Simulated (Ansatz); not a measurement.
# Mn3PPt (model structure): optical spectrum from first principles

What colour and refractive index does Mn3PPt (model structure) have at this level of theory? The cell was made here by substitution or stacking, whether or not such a phase is known. It was built so: All N replaced by P and Pd replaced by Pt in the Pm-3m structure of Mn3PdN.

Calculated with Ansatz 0.2.0; DFT, PBE, plane-wave PAW, default files, scalar-relativistic, independent-particle optical response without local fields.

## Step 1: Starting point

It takes space group Pm-3m (No. 221, cubic). The conventional cell has a = 4.167 Å, b = 4.167 Å, c = 4.167 Å, α = 90.00°, β = 90.00°, γ = 90.00°. Nearest to Pt lie 12 Mn at 2.95 Å. Nearest to Mn lie 2 P at 2.08 Å and 8 Mn at 2.95 Å and 4 Pt at 2.95 Å. Nearest to P lie 6 Mn at 2.08 Å. Farther neighbours, and contacts between anions beyond the nearest, are not listed.

## Step 2: Relaxation

Spectra hang on bond lengths, so the cell is first brought to its minimum.

This step: DFT, PBE, plane-wave PAW, default files, scalar-relativistic, relaxation (Ansatz 0.2.0).

File input.yaml:

```yaml
crystal:
  lattice:
    - [4.16747895, 0.0, 0.0]
    - [0.0, 4.16747895, 0.0]
    - [0.0, 0.0, 4.16747895]
  atoms:
    - { symbol: Pt, position: [0.0, 0.0, 0.0] }
    - { symbol: Mn, position: [0.5, 0.5, 0.0], spin: 4.0 }
    - { symbol: Mn, position: [0.5, 0.0, 0.5], spin: 4.0 }
    - { symbol: Mn, position: [0.0, 0.5, 0.5], spin: 4.0 }
    - { symbol: P, position: [0.5, 0.5, 0.5] }
magnetization:
  spin_polarized: true
kpoints:
  mp_grid: { grid: [6, 6, 6] }
scf:
  occupations: { method: fermi_dirac, width: 0.05 }
hamiltonian:
  xc: pbe
  pseudopotentials: { kind: paw }
output:
  forces: true
  stress: true
relax:
  f_tol: 0.02
  max_steps: 50
  cell: {}
```

The run is started by

```
ansatz run input.yaml --threads 2 --pin off --max-ram 5120MiB --backend cpu --events-out ev --progress --plain --runs-dir out
```

Standard output:

```text
Engine: ansatz 0.2.0, aarch64-unknown-linux-gnu
Pseudopotentials: kind: paw
Pseudopotential: Pt, paw, valence charge 18, recommended cutoff 420 eV (normal), Pt.paw.azcp
Pseudopotential: Mn, paw, valence charge 15, recommended cutoff 420 eV (normal), Mn.paw.azcp
Pseudopotential: P, paw, valence charge 5, recommended cutoff 420 eV (normal), P.paw.azcp
Functional definition: PBE
  parameter kappa = 0.804
  parameter beta = 0.066725
  exchange = pbe_x(kappa = kappa, mu = beta*pi^2/3)
  correlation = pbe_c(beta = beta)
Crystal: 5 atoms, lattice volume = 72.380 Å³
Basis set: ecut = 420 eV, 1365 PW (Γ), exchange–correlation on 60×60×60 points (8 copies of the dense FFT grid, shifted against one another)
Bands: 48, of which v1, the nominal top of the filled ones, is band 34 counted from 1 (33 counted from 0)
Symmetry: 48 space group operations
Space group: Pm-3m (ITA 221), of the structure as read, at distance tolerance 4.2e-5 Å
Magnetic group: BNS 221.92 (UNI 1594), of the structure as read, at distance tolerance 4.2e-5 Å
k-points: 20 of 216
Non-local potential: Pt, projectors of the file, l = 0: 3, l = 1: 2, l = 2: 2, l = 3: 1
Non-local potential: Mn, projectors of the file, l = 0: 3, l = 1: 2, l = 2: 3, l = 3: 1
Non-local potential: P, projectors of the file, l = 0: 2, l = 1: 2, l = 2: 2
PAW form: soft (Blöchl's): semilocal exchange-correlation on the pseudo side does not see the compensation charge
PAW one-centre angular grid: Pt, 590 points (default); XC on 64 Gauss nodes
PAW one-centre angular grid: Mn, 590 points (default); XC on 64 Gauss nodes
PAW one-centre angular grid: P, 110 points (default); XC on 64 Gauss nodes
Initial density: superposition of atomic densities (chi_scale 0.1, normalization cell, long waves kept (reshape's long-wave potential 0.00 eV rms))
Starting moments: Σ|m| = 12 μB on 3 of 5 sites
Initial wavefunctions: pseudopotential atomic-orbital guess
Functional: x = pbe(κ = 0.804, μ = 0.219515), c = pbe(β = 0.066725)
SCF iter   1: F=—  HF=-24975.498587 eV  |F-HF|=—  |Δ(HF+E_count)|=         —  Δρ=1.18e-1 (↑1.03e-1 ↓1.18e-1)  dr2=7.55e1  dr2_m=7.74e-1  M=9.421 μB ∫|m|=10.227 μB  β_m=0.30  ethr=3.10e-3  ⟨swp⟩=6.1  Hψ=7623  notcnv=0  defer=3
Mixer restart at iter 1: flushing history
preconditioner: auto → Kerker (q_TF=auto, 2.700 Å⁻¹)  [metal: Δε(μ)=0.003 eV  Ē_g=7.933 eV  σ=0.050 eV  W_gap=0.01  n_scr=26 (ndim 8)  ℏωp=26.2 eV  f_vac=0.000  D(μ)=6.06/eV (n_scr^D=80)]
spin=Collinear: Kerker preconditioning applied to the charge; magnetization (m = ρ↑ − ρ↓) channel mixes plain (no charge-response kernel on spin).
SCF iter   2: F=—  HF=-24973.441742 eV  |F-HF|=—  |Δ(HF+E_count)|=    2.06e0  Δρ=4.49e-2 (↑3.06e-2 ↓4.49e-2)  dr2=7.19e0  dr2_m=4.26e-1  M=10.044 μB ∫|m|=10.426 μB  β_m=0.35  ethr=3.10e-3  ⟨swp⟩=3.2  Hψ=4112  notcnv=0  defer=165
SCF iter   3: F=—  HF=-24973.550132 eV  |F-HF|=—  |Δ(HF+E_count)|=   1.08e-1  Δρ=2.68e-2 (↑1.62e-2 ↓2.68e-2)  dr2=1.50e0  dr2_m=1.98e-1  M=10.039 μB ∫|m|=10.446 μB  β_m=0.54  ethr=3.10e-3  ⟨swp⟩=2.5  Hψ=2771  notcnv=0  defer=167
SCF iter   4: F=—  HF=-24974.009136 eV  |F-HF|=—  |Δ(HF+E_count)|=   4.59e-1  Δρ=1.56e-2 (↑1.56e-2 ↓1.21e-2)  dr2=1.35e-1  dr2_m=1.03e-1  M=9.580 μB ∫|m|=10.113 μB  β_m=0.59  ethr=2.20e-3  ⟨swp⟩=2.7  Hψ=2845  notcnv=0  defer=167
SCF iter   5: F=—  HF=-24973.952769 eV  |F-HF|=—  |Δ(HF+E_count)|=         —  Δρ=1.63e-2 (↑1.63e-2 ↓9.42e-3)  dr2=3.86e-2  dr2_m=1.01e-1  M=8.994 μB ∫|m|=9.585 μB  β_m=0.59  ethr=1.99e-4  ⟨swp⟩=3.2  Hψ=3706  notcnv=0  defer=160
Mixer restart at iter 5: flushing history
SCF iter   6: F=—  HF=-24974.016115 eV  |F-HF|=—  |Δ(HF+E_count)|=   6.33e-2  Δρ=4.81e-3 (↑4.39e-3 ↓4.81e-3)  dr2=5.86e-3  dr2_m=1.24e-2  M=9.010 μB ∫|m|=9.592 μB  β_m=0.72  ethr=5.67e-5  ⟨swp⟩=2.3  Hψ=3368  notcnv=0  defer=163
SCF iter   7: F=—  HF=-24974.041706 eV  |F-HF|=—  |Δ(HF+E_count)|=   2.56e-2  Δρ=5.19e-3 (↑5.19e-3 ↓1.40e-3)  dr2=1.03e-2  dr2_m=6.26e-3  M=8.930 μB ∫|m|=9.509 μB  β_m=0.68  ethr=8.62e-6  ⟨swp⟩=2.1  Hψ=3413  notcnv=0  defer=163
SCF iter   8: F=—  HF=-24974.039914 eV  |F-HF|=—  |Δ(HF+E_count)|=   1.79e-3  Δρ=4.66e-4 (↑4.66e-4 ↓4.34e-4)  dr2=8.00e-4  dr2_m=1.10e-5  M=8.947 μB ∫|m|=9.521 μB  β_m=0.84  ethr=8.62e-6  ⟨swp⟩=2.0  Hψ=3368  notcnv=0  defer=163
SCF iter   9: F=—  HF=-24974.039902 eV  |F-HF|=—  |Δ(HF+E_count)|=   1.18e-5  Δρ=2.23e-4 (↑8.10e-5 ↓2.23e-4)  dr2=5.62e-5  dr2_m=6.28e-6  M=8.939 μB ∫|m|=9.512 μB  β_m=0.92  ethr=1.18e-6  ⟨swp⟩=2.0  Hψ=2711  notcnv=0  defer=163
SCF iter  10: F=—  HF=-24974.039874 eV  |F-HF|=—  |Δ(HF+E_count)|=   2.78e-5  Δρ=7.70e-5 (↑7.70e-5 ↓5.17e-5)  dr2=1.49e-5  dr2_m=6.25e-7  M=8.937 μB ∫|m|=9.509 μB  β_m=0.96  ethr=8.27e-8  ⟨swp⟩=2.0  Hψ=2611  notcnv=0  defer=163
SCF iter  11: F=—  HF=-24974.039876 eV  |F-HF|=—  |Δ(HF+E_count)|=   2.17e-6  Δρ=3.92e-5 (↑3.92e-5 ↓2.88e-5)  dr2=2.91e-6  dr2_m=5.54e-8  M=8.936 μB ∫|m|=9.508 μB  β_m=0.98  ethr=2.19e-8  ⟨swp⟩=2.0  Hψ=2555  notcnv=0  defer=163
SCF iter  12: F=—  HF=-24974.039877 eV  |F-HF|=—  |Δ(HF+E_count)|=   5.03e-7  Δρ=6.41e-6 (↑6.15e-6 ↓6.41e-6)  dr2=1.15e-7  dr2_m=9.68e-10  M=8.937 μB ∫|m|=9.509 μB  β_m=0.99  ethr=4.29e-9  ⟨swp⟩=2.0  Hψ=2492  notcnv=0  defer=163
SCF iter  13: F=—  HF=-24974.039877 eV  |F-HF|=—  |Δ(HF+E_count)|=   4.52e-8  Δρ=1.33e-6 (↑1.11e-6 ↓1.33e-6)  dr2=4.82e-9  dr2_m=1.02e-10  M=8.937 μB ∫|m|=9.509 μB  β_m=1.00  ethr=1.69e-10  ⟨swp⟩=2.0  Hψ=2690  notcnv=0  defer=163
SCF iter  14: F=-24974.039877 eV  HF=-24974.039877 eV  |F-HF|=3.31e-9  |Δ(HF+E_count)|=  5.49e-10  Δρ=9.45e-7 (↑8.51e-7 ↓9.45e-7)  dr2=3.59e-9  dr2_m=2.91e-11  M=8.937 μB ∫|m|=9.509 μB  ethr=7.09e-12  ⟨swp⟩=1.9  Hψ=6162  notcnv=0
SCF 1 converged in 14 iterations: F = -24974.039877 eV  dr2 = 3.59e-9
  greatest PAW one-centre occupation: 1.002 electrons in one spin orbital (limit 2), on the Mn atom at site 2 (counted from 0), in its partial waves of l = 1
relax step   1: F+E_penalty+E_count = -24974.03987686 eV  Δ(F+E_penalty+E_count) = +0.000e0 eV  max|allowed force component| = 8.654e-29 eV/Å  Δτ_max = 0.0000 Å  P = +9.234 GPa  Ω = 72.380 Å³  (14 SCF iters, dr2 threshold 1.00e-7 eV, accepted)
Crystal: 5 atoms, lattice volume = 76.449 Å³
Basis set: ecut = 420 eV, 1503 PW (Γ), exchange–correlation on 60×60×60 points (8 copies of the dense FFT grid, shifted against one another)
Initial density: handed on by an earlier stage of this run
Starting moments: Σ|m| = 12 μB on 3 of 5 sites; this step starts from the density that it was given
Initial wavefunctions: those handed on with the density
[...]
SCF iter   4: F=—  HF=-24974.204550 eV  |F-HF|=—  |Δ(HF+E_count)|=   5.73e-4  Δρ=4.36e-4 (↑3.43e-4 ↓4.36e-4)  dr2=5.09e-4  dr2_m=6.70e-6  M=9.734 μB ∫|m|=10.334 μB  β_m=0.80  ethr=2.45e-6  ⟨swp⟩=2.1  Hψ=2929  notcnv=0
SCF iter   5: F=—  HF=-24974.204926 eV  |F-HF|=—  |Δ(HF+E_count)|=   3.76e-4  Δρ=2.28e-4 (↑2.28e-4 ↓8.52e-5)  dr2=2.77e-5  dr2_m=1.08e-5  M=9.739 μB ∫|m|=10.337 μB  β_m=0.90  ethr=7.49e-7  ⟨swp⟩=2.0  Hψ=3121  notcnv=0
SCF iter   6: F=—  HF=-24974.204925 eV  |F-HF|=—  |Δ(HF+E_count)|=   8.28e-7  Δρ=5.32e-5 (↑3.75e-5 ↓5.32e-5)  dr2=9.10e-6  dr2_m=2.06e-7  M=9.739 μB ∫|m|=10.337 μB  β_m=0.93  ethr=4.07e-8  ⟨swp⟩=2.6  Hψ=3302  notcnv=0
SCF iter   7: F=—  HF=-24974.204926 eV  |F-HF|=—  |Δ(HF+E_count)|=   9.72e-7  Δρ=1.08e-5 (↑1.00e-5 ↓1.08e-5)  dr2=4.24e-7  dr2_m=1.25e-8  M=9.739 μB ∫|m|=10.337 μB  β_m=0.97  ethr=1.34e-8  ⟨swp⟩=2.0  Hψ=2447  notcnv=0
SCF iter   8: F=—  HF=-24974.204926 eV  |F-HF|=—  |Δ(HF+E_count)|=   3.90e-8  Δρ=9.71e-6 (↑7.95e-6 ↓9.71e-6)  dr2=3.84e-7  dr2_m=3.84e-9  M=9.739 μB ∫|m|=10.337 μB  β_m=0.98  ethr=6.23e-10  ⟨swp⟩=2.0  Hψ=3067  notcnv=0
SCF iter   9: F=-24974.204926 eV  HF=-24974.204926 eV  |F-HF|=6.25e-8  |Δ(HF+E_count)|=   4.84e-9  Δρ=3.93e-6 (↑2.48e-6 ↓3.93e-6)  dr2=6.87e-8  dr2_m=6.88e-10  M=9.739 μB ∫|m|=10.337 μB  ethr=5.65e-10  ⟨swp⟩=2.8  Hψ=5908  notcnv=0
SCF 3 converged in 9 iterations: F = -24974.204926 eV  dr2 = 6.87e-8
relax step   3: F+E_penalty+E_count = -24974.20492628 eV  Δ(F+E_penalty+E_count) = -1.685e-2 eV  max|allowed force component| = 1.374e-28 eV/Å  Δτ_max = 0.0000 Å  P = +0.176 GPa  Ω = 78.358 Å³  energy of the carried Pulay correction = -2.119e-3 eV  (9 SCF iters, dr2 threshold 5.00e-7 eV, accepted)
[...]
relax step   4: F+E_penalty+E_count = -24974.20495517 eV  Δ(F+E_penalty+E_count) = -2.890e-5 eV  max|allowed force component| = 3.445e-29 eV/Å  Δτ_max = 0.0000 Å  P = +0.003 GPa  Ω = 78.490 Å³  energy of the carried Pulay correction = -2.164e-3 eV  (7 SCF iters, dr2 threshold 7.78e-8 eV, accepted)
Initial wavefunctions: pseudopotential atomic-orbital guess (no wavefunctions were taken with the density)
iter 1 solved again at ethr=1.59e-7 eV; its pass at ethr=3.10e-3 eV (dr2=1.08e-4 eV) is discarded
SCF iter   1: F=—  HF=-24974.207308 eV  |F-HF|=—  |Δ(HF+E_count)|=         —  Δρ=1.11e-4 (↑7.67e-5 ↓1.11e-4)  dr2=4.49e-6  dr2_m=1.42e-6  M=9.753 μB ∫|m|=10.350 μB  β_m=0.65  ethr=1.59e-7  ⟨swp⟩=3.9  Hψ=13575  notcnv=0
preconditioner: auto → none  [metal: Δε(μ)=0.046 eV  Ē_g=7.292 eV  σ=0.050 eV  W_gap=0.23  n_scr=6 (ndim 8)  ℏωp=25.1 eV  f_vac=0.000  D(μ)=3.51/eV (n_scr^D=26)]
SCF iter   2: F=—  HF=-24974.207318 eV  |F-HF|=—  |Δ(HF+E_count)|=   9.40e-6  Δρ=4.48e-5 (↑3.54e-5 ↓4.48e-5)  dr2=3.83e-6  dr2_m=2.38e-7  M=9.752 μB ∫|m|=10.350 μB  β_m=0.42  ethr=6.60e-9  ⟨swp⟩=2.0  Hψ=3288  notcnv=0
SCF iter   3: F=—  HF=-24974.207319 eV  |F-HF|=—  |Δ(HF+E_count)|=   1.15e-6  Δρ=3.43e-5 (↑2.48e-5 ↓3.43e-5)  dr2=2.01e-7  dr2_m=2.14e-7  M=9.753 μB ∫|m|=10.350 μB  β_m=0.56  ethr=5.64e-9  ⟨swp⟩=2.0  Hψ=2514  notcnv=0
SCF iter   4: F=—  HF=-24974.207321 eV  |F-HF|=—  |Δ(HF+E_count)|=   2.20e-6  Δρ=6.68e-6 (↑3.50e-6 ↓6.68e-6)  dr2=7.96e-8  dr2_m=3.94e-9  M=9.752 μB ∫|m|=10.350 μB  β_m=0.53  ethr=2.95e-10  ⟨swp⟩=2.1  Hψ=3318  notcnv=0
SCF iter   5: F=—  HF=-24974.207321 eV  |F-HF|=—  |Δ(HF+E_count)|=   5.36e-8  Δρ=5.31e-6 (↑5.31e-6 ↓3.38e-6)  dr2=6.21e-9  dr2_m=1.23e-8  M=9.753 μB ∫|m|=10.351 μB  β_m=0.65  ethr=1.17e-10  ⟨swp⟩=2.2  Hψ=2843  notcnv=0
SCF iter   6: F=—  HF=-24974.207321 eV  |F-HF|=—  |Δ(HF+E_count)|=   2.64e-8  Δρ=1.29e-6 (↑1.29e-6 ↓8.18e-7)  dr2=5.70e-10  dr2_m=6.25e-10  M=9.753 μB ∫|m|=10.351 μB  β_m=0.72  ethr=9.13e-12  ⟨swp⟩=2.8  Hψ=3310  notcnv=0
SCF iter   7: F=—  HF=-24974.207321 eV  |F-HF|=—  |Δ(HF+E_count)|=   4.30e-7  Δρ=3.57e-7 (↑3.57e-7 ↓3.45e-7)  dr2=1.88e-10  dr2_m=5.77e-11  M=9.753 μB ∫|m|=10.351 μB  β_m=0.63  ethr=1.00e-12  ⟨swp⟩=2.6  Hψ=3478  notcnv=0
SCF iter   8: F=—  HF=-24974.207321 eV  |F-HF|=—  |Δ(HF+E_count)|=  2.91e-10  Δρ=1.48e-7 (↑6.70e-8 ↓1.48e-7)  dr2=3.20e-11  dr2_m=3.68e-12  M=9.753 μB ∫|m|=10.351 μB  β_m=0.81  ethr=1.00e-12  ⟨swp⟩=2.0  Hψ=2486  notcnv=0
SCF iter   9: F=—  HF=-24974.207321 eV  |F-HF|=—  |Δ(HF+E_count)|=  1.42e-10  Δρ=3.69e-8 (↑3.61e-8 ↓3.69e-8)  dr2=3.02e-12  dr2_m=1.74e-13  M=9.753 μB ∫|m|=10.351 μB  β_m=0.91  ethr=1.00e-12  ⟨swp⟩=1.6  Hψ=2070  notcnv=0
SCF iter  10: F=-24974.207321 eV  HF=-24974.207321 eV  |F-HF|=7.28e-12  |Δ(HF+E_count)|=  3.64e-12  Δρ=4.07e-8 (↑2.35e-8 ↓4.07e-8)  dr2=6.17e-12  dr2_m=1.13e-13  M=9.753 μB ∫|m|=10.351 μB  ethr=1.00e-12  ⟨swp⟩=3.0  Hψ=5921  notcnv=0
SCF 5 converged in 10 iterations: F = -24974.207321 eV  dr2 = 6.17e-12
relax step   5: F+E_penalty+E_count = -24974.20732052 eV  Δ(F+E_penalty+E_count) = -2.365e-3 eV  max|allowed force component| = 1.820e-29 eV/Å  Δτ_max = 0.0000 Å  P = +0.023 GPa  Ω = 78.490 Å³  stress off target by 2.35e-2 GPa  SCF on the basis re-selected at this cell (its energy is not comparable with the rows above)  (10 SCF iters)
basis re-selected at this cell: Δ(F+E_penalty+E_count) = -2.365e-3 eV, ΔP = +0.021 GPa vs the last step (what re-selecting the basis moved, of the pressure what is left beyond the Pulay correction that the steps carried, after the strain that the cell walked since its last selection, with what the two solves' SCF thresholds leave and, on support functions, any second-order correction that the steps lacked; it is no m [...]
SCF converged after 10 iterations
Magnetization: 9.7526 μB (38.8763 up, 29.1237 down)
Absolute magnetization: 10.3524 μB (∫|ρ↑−ρ↓|, with the PAW one-centre terms)
Spin contamination: 0.2515 ħ² per cell (⟨S²⟩ above its minimum at these occupations)
Per-site moments (μB) at R_I (Å): [(0.338123, 1.248860), (2.888151, 0.883077), (2.888151, 0.883077), (2.888151, 0.883077), (-0.102946, 0.883077)]
Free energy (F): -24974.207321 eV
Harris-Foulkes:  -24974.207321 eV  (|F-HF|=7.28e-12)
Internal energy: -24974.178585 eV  (E = F + TS)
E sigma→0 (E₀):  -24974.192953 eV
Entropy (-TS):   -0.028736 eV (-5.747 meV/atom)
Fermi energy:    13.877440 eV
--- Per-component energies (eV) ---
  E_band       = -998.478225
  E_kinetic    = 1622.468987
  E_local      = -8138.062453  (includes V_loc(G=0)·N_el)
  E_nonlocal   = 973.085826
  E_hartree    = 3273.752303
  E_xc         = -662.060135
  E_vxc        = -796.841067  (∫ρ·V_xc dr)
  E_paw        = -13933.113172  (= ΣΔE_a)
  E_vpaw       = -1206.634413  (= ΣTr[D̂ρ^β])
  E_aug_tail   = 0.000192  (compensation charges beyond the density's cutoff)
  E_ewald      = -8110.250133
  E_smearing   = -0.028736  (= −TS)
  E_closure    = 0.000000  (closes the sum)
  Σ components = -24974.207321   (vs F -24974.207321, Δ=0.00e0)
--- Forces (eV/Å), atoms counted from 1 ---
  atom   1  Pt     0.00000000    -0.00000000     0.00000000
  atom   2  Mn     0.00000000     0.00000000    -0.00000000
  atom   3  Mn     0.00000000     0.00000000     0.00000000
  atom   4  Mn     0.00000000    -0.00000000     0.00000000
  atom   5  P     -0.00000000    -0.00000000    -0.00000000
  max |Σ_I F_I| component: 3.10e-29 eV/Å
--- Stress (GPa, compression-positive) ---
        0.023485      -0.000000      -0.000000
       -0.000000       0.023485       0.000000
       -0.000000       0.000000       0.023485
  P = ⅓ Tr σ = 0.0235 GPa (0.235 kbar)
--- Relaxed structure (4 steps of the walk, 4 accepted, 1 SCFs on fresh bases) ---
  F+E_penalty+E_count = -24974.20732052 eV   max|allowed force component| = 1.820e-29 eV/Å   (the final SCF, on the basis selected at the relaxed cell)
  cell:  # Å, volume = 78.4900 Å³
    - [4.281587, 0, 0]
    - [0, 4.281587, 0]
    - [0, 0, 4.281587]
  atoms:
    - { symbol: Pt, position: [0, 0, 0] }
    - { symbol: Mn, position: [0.5, 0.5, 0] }
    - { symbol: Mn, position: [0.5, 0, 0.5] }
    - { symbol: Mn, position: [0, 0.5, 0.5] }
    - { symbol: P, position: [0.5, 0.5, 0.5] }
```

It took 30 s on 2 threads of Arm Neoverse V1, shared host; peak memory 0.46 GiB.

Step by step:

| step | energy less that of the first step (eV) | largest force component (eV/Å) | pressure (GPa) | volume (Å³) |
| --- | --- | --- | --- | --- |
| 1 | 0.0000 | 0.0000 | 9.23 | 72.38 |
| 2 | -0.1482 | 0.0000 | 2.79 | 76.45 |
| 3 | -0.1650 | 0.0000 | 0.18 | 78.36 |
| 4 | -0.1651 | 0.0000 | 0.00 | 78.49 |
| 5* | -0.1674 | 0.0000 | 0.02 | 78.49 |

Relaxation steps marked * repeat the geometry before them on a plane-wave basis chosen anew for their cell, so energy and pressure can jump there.

The run keeps the 48 symmetry operations that the program found, so distortions that break them were not tested.

| conventional cell, symmetrised | before | after | change |
| --- | --- | --- | --- |
| a (Å) | 4.167 | 4.282 | +2.7 % |
| b (Å) | 4.167 | 4.282 | +2.7 % |
| c (Å) | 4.167 | 4.282 | +2.7 % |
| volume (Å³/atom) | 14.48 | 15.70 | +8.4 % |

The relaxation ends with a pressure of 0.02 GPa.

(Continued in part 2 of 2.)

[Long decimals in the printed logs are rounded to 6 places.]

[Logs are printed without paths, hosts, clocks, repeated set-up lines and the standing remarks that a program may print on its own settings, such as how far it seeks lower states.]

[Hosts, paths, dates, database ids (printed as entryN), source tags and the programs' standing remarks are cut or masked in the printed files.]

[Where the starting crystal was built by hand or by swapping elements, it need not be the compound's stable phase.]

[The count of steps not shown may lack steps that the program refused or didn't finish.]
